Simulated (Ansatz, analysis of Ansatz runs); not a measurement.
# A hop of S in LaY3S6 (P2_1/m), charge +2, part 4 of 5

How high is the barrier when S changes place in LaY3S6 (P2_1/m)? The case: V_S hop (3.4 Å), charge +2, in a cell of 60 host atoms with 1 S taken out.

Ansatz 0.2.0; plane-wave PAW DFT, PBEsol; nudged elastic band between two relaxed defect structures at fixed charge in a uniform background.

So far, barrier forward (eV): step 4 (nudged elastic band, charge +2) 0.957.

## 5. Single point at the start point, PBEsol, denser k-mesh

Three single points on a denser mesh (start, top, end) show how much of the barrier is sampling error. The start is shown; top and end are run alike.

This step: plane-wave PAW DFT, PBEsol; single point of a defect supercell on a structure of the PBEsol path.

qp2.start.mesh/input.yaml reads:

```yaml
crystal:
  lattice:
    - [10.96204844, 0.0, -0.00991385]
    - [0.0, 11.90274598, 0.0]
    - [-3.62275533, 0.0, 10.66637265]
  atoms:
    - { symbol: La, position: [0.94244428, 0.08349851, 0.29861804] }
    - { symbol: La, position: [0.05401436, 0.24899175, 0.69625841] }
    - { symbol: "Y", position: [0.55114424, 0.08346217, 0.16946036] }
    - { symbol: "Y", position: [0.4506885, 0.24887741, 0.83557906] }
    - { symbol: "Y", position: [0.31980073, 0.08348709, 0.49744868] }
    - { symbol: "Y", position: [0.67948176, 0.25041777, 0.50420737] }
    - { symbol: "Y", position: [0.83739457, 0.08349463, 0.91197996] }
    - { symbol: "Y", position: [0.1570329, 0.24909576, 0.08236417] }
    - { symbol: S, position: [0.51992537, 0.08347345, 0.39172974] }
    - { symbol: S, position: [0.48061464, 0.24941736, 0.61166104] }
    - { symbol: S, position: [0.08029795, 0.08348762, 0.90222906] }
    - { symbol: S, position: [0.9143326, 0.25289962, 0.09049678] }
    - { symbol: S, position: [0.60994725, 0.08344438, 0.9510765] }
    - { symbol: S, position: [0.39025708, 0.24934905, 0.05491486] }
    - { symbol: S, position: [0.27019623, 0.08346664, 0.72880697] }
    - { symbol: S, position: [0.72952014, 0.25288588, 0.2752399] }
    - { symbol: S, position: [0.88277865, 0.08348453, 0.53670056] }
    - { symbol: S, position: [0.1186864, 0.25054906, 0.46038644] }
    - { symbol: S, position: [0.192384, 0.08351316, 0.24654044] }
    - { symbol: S, position: [0.80528187, 0.2491214, 0.74990079] }
    - { symbol: La, position: [0.94353054, 0.41740415, 0.29586397] }
    - { symbol: La, position: [0.08349567, 0.58347768, 0.69342862] }
    - { symbol: "Y", position: [0.54530823, 0.41564848, 0.17762587] }
    - { symbol: "Y", position: [0.48504666, 0.58344197, 0.85007958] }
    - { symbol: "Y", position: [0.30854196, 0.40253653, 0.48915364] }
    - { symbol: "Y", position: [0.70579183, 0.58347868, 0.50233861] }
    - { symbol: "Y", position: [0.82911537, 0.41872103, 0.90475509] }
    - { symbol: "Y", position: [0.15974788, 0.58350462, 0.07821503] }
    - { symbol: S, position: [0.5234212, 0.42903116, 0.40861363] }
    - { symbol: S, position: [0.07517519, 0.42135668, 0.89397436] }
    - { symbol: S, position: [0.91602048, 0.58349504, 0.08644575] }
    - { symbol: S, position: [0.61532627, 0.40545803, 0.96667406] }
    - { symbol: S, position: [0.39599529, 0.58347672, 0.04999349] }
    - { symbol: S, position: [0.29357166, 0.42754425, 0.7274872] }
    - { symbol: S, position: [0.7316424, 0.58347153, 0.2678245] }
    - { symbol: S, position: [0.89159127, 0.42227927, 0.54410817] }
    - { symbol: S, position: [0.13309944, 0.58347005, 0.45654692] }
    - { symbol: S, position: [0.19585702, 0.41705078, 0.24123331] }
    - { symbol: S, position: [0.69408204, 0.58347975, 0.74697735] }
    - { symbol: La, position: [0.94351546, 0.74958706, 0.29585714] }
    - { symbol: La, position: [0.05399985, 0.91798076, 0.69622421] }
    - { symbol: "Y", position: [0.54533605, 0.75128386, 0.17762195] }
    - { symbol: "Y", position: [0.45067998, 0.91802603, 0.8355811] }
    - { symbol: "Y", position: [0.30852954, 0.7643965, 0.48914557] }
    - { symbol: "Y", position: [0.67946258, 0.91650389, 0.50420548] }
    - { symbol: "Y", position: [0.82913079, 0.74825975, 0.90475025] }
    - { symbol: "Y", position: [0.15703771, 0.91791789, 0.0823763] }
    - { symbol: S, position: [0.52339551, 0.73790425, 0.40859251] }
    - { symbol: S, position: [0.48057233, 0.91754155, 0.61164773] }
    - { symbol: S, position: [0.07519505, 0.7456416, 0.89396666] }
    - { symbol: S, position: [0.91433388, 0.91407617, 0.0905024] }
    - { symbol: S, position: [0.61533127, 0.76143273, 0.9666595] }
    - { symbol: S, position: [0.39025622, 0.9175806, 0.05491981] }
    - { symbol: S, position: [0.29360718, 0.73934237, 0.72748737] }
    - { symbol: S, position: [0.72951, 0.91407233, 0.27525361] }
    - { symbol: S, position: [0.89158427, 0.74468829, 0.54411345] }
    - { symbol: S, position: [0.11870154, 0.91641551, 0.46036942] }
    - { symbol: S, position: [0.19583772, 0.74994856, 0.24122701] }
    - { symbol: S, position: [0.80527522, 0.91787843, 0.7499007] }
total_charge: 2
basis:
  ecutwfc: 420
  xc_grid: 2
hamiltonian:
  xc: pbesol
kpoints:
  mp_grid: { grid: [2, 2, 2], shift: [0.5, 0.5, 0.5] }
scf:
  occupations: { method: fixed }
  max_iter: 60
output:
  forces: true
  eigenvalues: true
checkpoint:
  write: "../qp2.start.mesh.run"
  compress: false
  write_wavefunctions: false
  write_every: 100000
```

The run is started by

```console
$ ansatz run input.yaml --threads 4 --pin off --max-ram 7536MiB --backend cpu --events-out ev --progress --plain --runs-dir out
```

The program printed:

```text
[...]
Crystal: 59 atoms, lattice volume = 1391.305 Å³
Basis set: ecut = 420 eV, 27171 PW (Γ), exchange–correlation on 150×160×160 points (8 copies of the dense FFT grid, shifted against one another)
Bands: 295, of which v1, the nominal top of the filled ones, is band 236 counted from 1 (235 counted from 0)
Symmetry: 1 space group operations
[...]
k-points: 4 of 8 (time reversal used)
[...]
SCF iter   1: F=—  HF=-136397.199132 eV  |F-HF|=—  |Δ(HF+E_count)|=         —  Δρ=5.92e-3  dr2=9.84e-1  ethr=1.77e-3  ⟨swp⟩=4.0  Hψ=3438  notcnv=0  defer=222
[...]
SCF iter   3: F=—  HF=-136396.951358 eV  |F-HF|=—  |Δ(HF+E_count)|=   2.02e-2  Δρ=6.90e-4  dr2=7.59e-3  ethr=2.28e-5  ⟨swp⟩=3.5  Hψ=1830  notcnv=0  defer=140
[...]
--- Forces (eV/Å), atoms counted from 1 ---
  atom   1  La     0.02345560    -0.00057259     0.07723050
  atom   2  La     0.02025604     0.00068195    -0.07506436
  [... 21 atoms left out ...]
  atom  24  Y     -0.01838615     0.00058409     0.00534448
  [... 1 atom left out ...]
  atom  26  Y      0.00913360    -0.00065929    -0.06368631
  atom  27  Y     -0.00220407    -0.00433774     0.01280997
  [... 1 atom left out ...]
  atom  29  S     -0.00366006     0.05305810     0.02497459
  [... 2 atoms left out ...]
  atom  32  S      0.05110171     0.00926034     0.05459319
  [... 3 atoms left out ...]
  atom  36  S     -0.03686859    -0.00072200     0.00753609
  [... 2 atoms left out ...]
  atom  39  S      0.00960968     0.00016486    -0.03381422
  [... 6 atoms left out ...]
  atom  46  Y     -0.00248287     0.00441082     0.01222700
  [... 1 atom left out ...]
  atom  48  S     -0.00322812    -0.05288099     0.02534493
  [... 3 atoms left out ...]
  atom  52  S      0.05058181    -0.00781886     0.05501547
  [... 7 atoms left out ...]
  max |Σ_I F_I| component: 2.02e-5 eV/Å
--- Band table (eV) ---
[...]
[... further k-points left out ...]
[key lines of the parts left out:]
SCF converged after 8 iterations
Free energy (F): -136396.952377 eV
Fermi energy:    7.683729 eV
```

The job ended after 70 s (4 threads of Arm Neoverse V2, shared host; peak memory 5.6 GiB).

Numbers from this step:

```
free energy : -136396.9524 eV
```

## 6. Barrier from single points, PBEsol, denser k-mesh

Analysis of the runs above: barrier from PBEsol single points on the PBEsol path.

It gives:

* barrier forward: 0.8935 eV
* barrier backward: 0.3943 eV
* end less start: 0.4991 eV

This gives 0.893 eV against the band's 0.957 eV, so the sampling matters here, and the denser value is the better one.

## 7. Single point at the top of the path, PBEsol

A single point at the top of the band gives the levels near the gap and the populations there.

This step: plane-wave PAW DFT, PBEsol; single point of a defect supercell on a structure of the PBEsol path.

qp2.top.probe/input.yaml reads:

```yaml
crystal:
  lattice:
    - [10.96204844, 0.0, -0.00991385]
    - [0.0, 11.90274598, 0.0]
    - [-3.62275533, 0.0, 10.66637265]
  atoms:
    - { symbol: La, position: [0.94567457, 0.08378819, 0.30474149] }
    - { symbol: La, position: [0.05355337, 0.24996078, 0.69647368] }
    - { symbol: "Y", position: [0.55330332, 0.08351129, 0.1675157] }
    - { symbol: "Y", position: [0.44827035, 0.247902, 0.83223352] }
    - { symbol: "Y", position: [0.31864573, 0.08367371, 0.4960202] }
    - { symbol: "Y", position: [0.67848169, 0.24998076, 0.50069736] }
    - { symbol: "Y", position: [0.83753136, 0.08386156, 0.90968238] }
    - { symbol: "Y", position: [0.15992176, 0.25059119, 0.08426244] }
    - { symbol: S, position: [0.51890672, 0.08331723, 0.38813824] }
    - { symbol: S, position: [0.480694, 0.24790669, 0.60992266] }
    - { symbol: S, position: [0.08091739, 0.08364331, 0.90366675] }
    - { symbol: S, position: [0.91449477, 0.2524215, 0.08961201] }
    - { symbol: S, position: [0.60926286, 0.0834007, 0.9477295] }
    - { symbol: S, position: [0.39072462, 0.24879564, 0.05295197] }
    - { symbol: S, position: [0.26804708, 0.08329216, 0.72731613] }
    - { symbol: S, position: [0.7326456, 0.25209284, 0.27331895] }
    - { symbol: S, position: [0.88218354, 0.08336038, 0.53814949] }
    - { symbol: S, position: [0.12039006, 0.25290229, 0.46207578] }
    - { symbol: S, position: [0.1907779, 0.08385316, 0.24613231] }
    - { symbol: S, position: [0.80238864, 0.25005101, 0.74823184] }
    - { symbol: La, position: [0.94691916, 0.41734613, 0.30253006] }
    - { symbol: La, position: [0.07558619, 0.58354547, 0.69199674] }
    - { symbol: "Y", position: [0.54800464, 0.41622012, 0.16931536] }
    - { symbol: "Y", position: [0.46209355, 0.58328756, 0.83920076] }
    - { symbol: "Y", position: [0.32185549, 0.41119037, 0.49666036] }
    - { symbol: "Y", position: [0.68892115, 0.58323558, 0.49148451] }
    - { symbol: "Y", position: [0.83097907, 0.40847533, 0.91421787] }
    - { symbol: "Y", position: [0.15710313, 0.58350643, 0.08169389] }
    - { symbol: S, position: [0.51909488, 0.42026882, 0.39314631] }
    - { symbol: S, position: [0.0714553, 0.42194077, 0.89679291] }
    - { symbol: S, position: [0.9089218, 0.58353157, 0.07953966] }
    - { symbol: S, position: [0.60872491, 0.41023973, 0.9552248] }
    - { symbol: S, position: [0.39137712, 0.5835055, 0.05359566] }
    - { symbol: S, position: [0.27922753, 0.41988595, 0.72730628] }
    - { symbol: S, position: [0.73206532, 0.58344294, 0.26391716] }
    - { symbol: S, position: [0.88447863, 0.42470293, 0.54624298] }
    - { symbol: S, position: [0.13264772, 0.58362783, 0.4597508] }
    - { symbol: S, position: [0.19422024, 0.41714501, 0.24629212] }
    - { symbol: S, position: [0.5792299, 0.58054195, 0.67157728] }
    - { symbol: La, position: [0.94642516, 0.74972661, 0.30272543] }
    - { symbol: La, position: [0.0533804, 0.91711819, 0.69667629] }
    - { symbol: "Y", position: [0.54817853, 0.75068889, 0.16946689] }
    - { symbol: "Y", position: [0.44857033, 0.91880581, 0.83205582] }
    - { symbol: "Y", position: [0.32001451, 0.75667784, 0.49555715] }
    - { symbol: "Y", position: [0.67835706, 0.91666852, 0.50083999] }
    - { symbol: "Y", position: [0.83263292, 0.7597877, 0.91630118] }
    - { symbol: "Y", position: [0.16050314, 0.91722522, 0.08441596] }
    - { symbol: S, position: [0.51881842, 0.74589957, 0.3935173] }
    - { symbol: S, position: [0.48043774, 0.91870848, 0.6095779] }
    - { symbol: S, position: [0.07201576, 0.7455494, 0.89704843] }
    - { symbol: S, position: [0.91500319, 0.91562421, 0.09048265] }
    - { symbol: S, position: [0.60892594, 0.75607859, 0.95474696] }
    - { symbol: S, position: [0.39103542, 0.9179162, 0.05283121] }
    - { symbol: S, position: [0.27949503, 0.74677386, 0.72704335] }
    - { symbol: S, position: [0.73252334, 0.91468941, 0.27337426] }
    - { symbol: S, position: [0.88417238, 0.742183, 0.5465207] }
    - { symbol: S, position: [0.12001694, 0.91428551, 0.46200587] }
    - { symbol: S, position: [0.19349811, 0.75021637, 0.2457377] }
    - { symbol: S, position: [0.80204465, 0.91686508, 0.74858804] }
total_charge: 2
basis:
  ecutwfc: 420
  xc_grid: 2
hamiltonian:
  xc: pbesol
kpoints:
  mp_grid: { grid: [1, 1, 1] }
scf:
  occupations: { method: fixed }
  max_iter: 60
output:
  forces: true
  eigenvalues: true
  eigenstates: { localisation: true }
  populations: true
  write_density: true
  write_potential: true
  volumetric_format: npy
  elf: true
checkpoint:
  write: "../qp2.top.probe.run"
  compress: false
  write_wavefunctions: false
  write_every: 100000
```

The program printed:

```text
La: projections on atomic orbitals take those of the free atom [Kr 4d10] 4f0 5s2 5p6 5d1 6s2, of charge +0.00 (hamiltonian.pseudopotentials.projection_atoms); the dataset's partial waves leave at most 1.9e-5 of an orbital's norm unspanned inside its sphere
[...]
Crystal: 59 atoms, lattice volume = 1391.305 Å³
Basis set: ecut = 420 eV, 27171 PW (Γ), exchange–correlation on 150×160×160 points (8 copies of the dense FFT grid, shifted against one another)
Bands: 295, of which v1, the nominal top of the filled ones, is band 236 counted from 1 (235 counted from 0)
Symmetry: 1 space group operations
[...]
k-points: 1
[...]
SCF iter   1: F=—  HF=-136396.346702 eV  |F-HF|=—  |Δ(HF+E_count)|=         —  Δρ=5.97e-3  dr2=1.03e0  ethr=1.77e-3  ⟨swp⟩=4.0  Hψ=864  notcnv=0  defer=53
[...]
[... 6 atoms left out ...]
  atom  46  Y     -0.01021488    -0.00569662    -0.01858087
  [... 1 atom left out ...]
  atom  48  S     -0.00066865     0.00577629    -0.00127486
  [... 3 atoms left out ...]
  atom  52  S      0.00227523     0.00659201     0.00768899
  [... 3 atoms left out ...]
  atom  56  S     -0.00025001    -0.00133441    -0.00033720
  [... 3 atoms left out ...]
  max |Σ_I F_I| component: 2.84e-5 eV/Å
--- Band table (eV) ---
[...]
--- Löwdin populations: 59 sites ---
  site symbol       q [e]
     0     La     10.4792
     1     La     10.4849
  [... 21 atoms left out ...]
    23      Y     10.3285
  [... 1 atom left out ...]
    25      Y     10.3345
    26      Y     10.2558
  [... 1 atom left out ...]
    28      S      6.3638
  [... 2 atoms left out ...]
    31      S      6.3658
  [... 6 atoms left out ...]
    38      S      6.5119
  [... 6 atoms left out ...]
    45      Y     10.2607
  [... 1 atom left out ...]
    47      S      6.3671
  [... 3 atoms left out ...]
    51      S      6.3684
  [... 3 atoms left out ...]
    55      S      6.3420
  [... 3 atoms left out ...]
  spilling = 0.003124 (of n_electrons = 472.000000)
[key lines of the parts left out:]
SCF converged after 9 iterations
Free energy (F): -136396.090831 eV
Fermi energy:    7.869888 eV
```

It took 14 s on 4 threads; peak memory 1.6 GiB; 52 s of CPU time.

Read from the output:

```yaml
free_energy: -136396.0908 eV
```

From eigenstates.tsv, first k-point; energies on the run's zero. The participation number counts the atoms that a state is spread over, of 59; bands count from 0.

```csv
spin,band,energy (eV),occupation,participation,largest share on,share
both,230,7.281,2.00,21.8,S58,0.08
both,231,7.302,2.00,19.0,S17,0.15
both,232,7.359,2.00,23.4,S39,0.12
both,233,7.498,2.00,39.6,S17,0.04
both,234,7.507,2.00,25.6,S39,0.13
both,235,7.870,2.00,37.8,S15,0.05
both,236,8.817,0.00,42.5,La40,0.05
both,237,9.802,0.00,30.6,Y46,0.07
both,238,9.927,0.00,32.4,La40,0.07
both,239,9.937,0.00,24.8,Y27,0.09
both,240,10.041,0.00,32.6,Y44,0.06
```

Under PBEsol at the zone centre alone, the highest filled state is spread over 38 of 59 atoms, and the lowest empty one, 0.95 eV above it, is spread over 43 of 59 atoms.

Valence electrons by atom (Löwdin), nearest atoms first, with the excess over far atoms of the same element, which can also hold differences between inequivalent host sites (the log counts sites from 0):

```csv
atom,distance from the centre (Å),electrons,excess
S39,0.65,6.512,0.165
Y26,2.36,10.334,0.039
Y24,3.04,10.328,0.033
Y27,3.47,10.256,-0.040
Y46,3.50,10.261,-0.035
S48,3.64,6.367,0.020
S29,3.64,6.364,0.017
S52,3.81,6.368,0.021
```

ELF in the ac plane at fractional y = 0.583, through the centre, with atoms of La and Y and S within 0.45 Å of it. It is the smooth field of the valence electrons, not physical close to the nuclei.

Ten even steps from '0' (0.01) to '9' (0.87), each cell a mean:
```
0001100169999741000000025898863
0000000146764345410000013565420
0000000011114899950000000111000
0000000000038857950111100000000
0245531000049989624666421000000
5899982000026874479998741000001
9734983000000125997899741000016
9403961000000269830599620000028
9889720000001589845996200000017
6765344310002589999843331001003
1247998752101467774368984001000
2699889984100112211797895000000
5894049984100000004986983000001
7985489862000000002799731100002
7999987410000000000133356642002
5788631000000000000147999984101
1222000000000000002589758995100
0000000000000000014797017973000
3100000000001221114898679731344
7410244200256776313799985226899
9515899822699998511467531389889
9359769826985699620011003895149
7279889539930498510000016994279
3148984169966996200000027999998
```
Columns run along a (11.0 Å), rows up along c (11.3 Å). Atoms in or near the plane, at fractional coordinates: La at (0.08, 0.69), Y at (0.46, 0.84), Y at (0.69, 0.49), Y at (0.16, 0.08), S at (0.91, 0.08), S at (0.39, 0.05), S at (0.73, 0.26), S at (0.13, 0.46), S at (0.58, 0.67).

Valence density in the ac plane at fractional y = 0.583, through the centre, with atoms of La and Y and S within 0.45 Å of it. It is the smooth field of the valence electrons, not physical close to the nuclei.

Values in e/Å³, 13 rows by 16 columns, each cell a mean:
```
0.1 0.1 0.1 0.1 0.2 0.4 0.5 0.4 0.3 0.1 0.0 0.0 0.1 0.2 0.2 0.1
0.1 0.1 0.1 0.0 0.0 0.1 1.0 2.9 1.9 0.2 0.0 0.0 0.0 0.0 0.0 0.0
0.2 0.5 0.4 0.1 0.1 0.2 1.7 2.8 1.2 0.3 0.2 0.1 0.0 0.0 0.0 0.0
1.2 1.5 1.3 0.2 0.1 0.1 0.2 0.3 0.7 0.9 0.7 0.2 0.0 0.0 0.0 0.2
1.4 1.4 0.7 0.1 0.0 0.0 0.1 0.3 0.9 0.8 0.7 0.2 0.0 0.0 0.1 0.4
0.3 0.4 0.4 0.3 0.1 0.0 0.0 0.1 0.4 0.4 0.7 1.4 0.5 0.1 0.1 0.1
0.2 0.8 0.8 0.8 0.2 0.0 0.0 0.0 0.1 0.4 2.8 3.3 0.9 0.1 0.1 0.0
0.4 0.9 0.8 0.4 0.1 0.0 0.0 0.0 0.1 0.3 1.2 1.0 0.2 0.1 0.0 0.1
0.2 0.2 0.2 0.1 0.0 0.0 0.0 0.0 0.0 0.1 0.2 0.7 0.8 0.3 0.1 0.1
0.1 0.0 0.0 0.1 0.0 0.0 0.0 0.0 0.0 0.1 0.6 0.8 0.9 0.4 0.1 0.1
0.2 0.1 0.4 0.5 0.1 0.1 0.2 0.2 0.1 0.1 0.4 0.7 0.4 0.2 0.3 0.4
0.4 1.0 3.1 2.4 0.4 0.6 0.8 0.8 0.2 0.1 0.1 0.1 0.1 0.6 0.8 1.0
0.3 1.2 2.4 1.0 0.4 1.0 0.7 0.7 0.1 0.0 0.0 0.0 0.1 0.7 0.9 0.7
```
Columns run along a (11.0 Å), rows up along c (11.3 Å). Atoms in or near the plane, at fractional coordinates: La at (0.08, 0.69), Y at (0.46, 0.84), Y at (0.69, 0.49), Y at (0.16, 0.08), S at (0.91, 0.08), S at (0.39, 0.05), S at (0.73, 0.26), S at (0.13, 0.46), S at (0.58, 0.67).

Electrostatic potential energy in the ac plane at fractional y = 0.583, through the centre, with atoms of La and Y and S within 0.45 Å of it. With pseudopotentials it is smooth inside the atoms' cores, unlike the true potential.

Values in eV, 13 rows by 16 columns, each cell a mean:
```
 10   6   6   9  11   5   3   1   1   8  12  13  12  10  10  11
 11  10  10  11  12   8 -14 -37 -29   3  11  12  11  10  11  12
  5  -5  -3   7  10   4 -26 -36 -15   7  11  12  11  11  11  10
-25 -25 -27   4  10   8   3   3  -3 -19  -8  11  12  11  10   3
-31 -27 -10   9  12  11  11   9 -19 -23  -5   9   9  10   9  -1
  2   3   4   9  11  11  11  11   6   4  -6 -20  -7   8  11   7
 10 -12 -24  -8  10  10  11  12  11  -2 -37 -40 -14   9  12  12
  7 -18 -17   5  11  11  12  13  11   1 -18 -12   6  12  12  12
 10  10  11  13  13  13  13  13  12  10   8  -4  -9   7  10  10
 11  12  12  12  12  13  13  13  12  11  -3 -25 -23   6  10  10
 10   8  -2  -4   6  11  11  11  11  11   5  -6   5  11   6   5
  5 -14 -39 -34   1  -1 -18  -8  10  12  13  13  13  -1 -23 -22
  6 -19 -33 -13   5 -19 -24  -6  11  12  13  13  12  -6 -20  -5
```
Columns run along a (11.0 Å; values clipped at the 3rd and 97th percentile), rows up along c (11.3 Å). Atoms in or near the plane, at fractional coordinates: La at (0.08, 0.69), Y at (0.46, 0.84), Y at (0.69, 0.49), Y at (0.16, 0.08), S at (0.91, 0.08), S at (0.39, 0.05), S at (0.73, 0.26), S at (0.13, 0.46), S at (0.58, 0.67).

The distance between the highest filled and the lowest empty level goes from 1.06 eV at the start to 0.95 eV at the top.

[end of part 4 of 5]

[Long decimals in the printed logs are rounded to 6 places.]

[Repeated set-up lines and some long k-point lines are left out of the logs, and relaxed atomic positions are cut to six decimals.]

[Logs are printed without paths, hosts, clocks, repeated set-up lines and the standing remarks that a program may print on its own settings, such as how far it seeks lower states.]

[Hosts, paths, dates, database ids (printed as entryN), source tags and the programs' standing remarks are cut or masked in the printed files.]
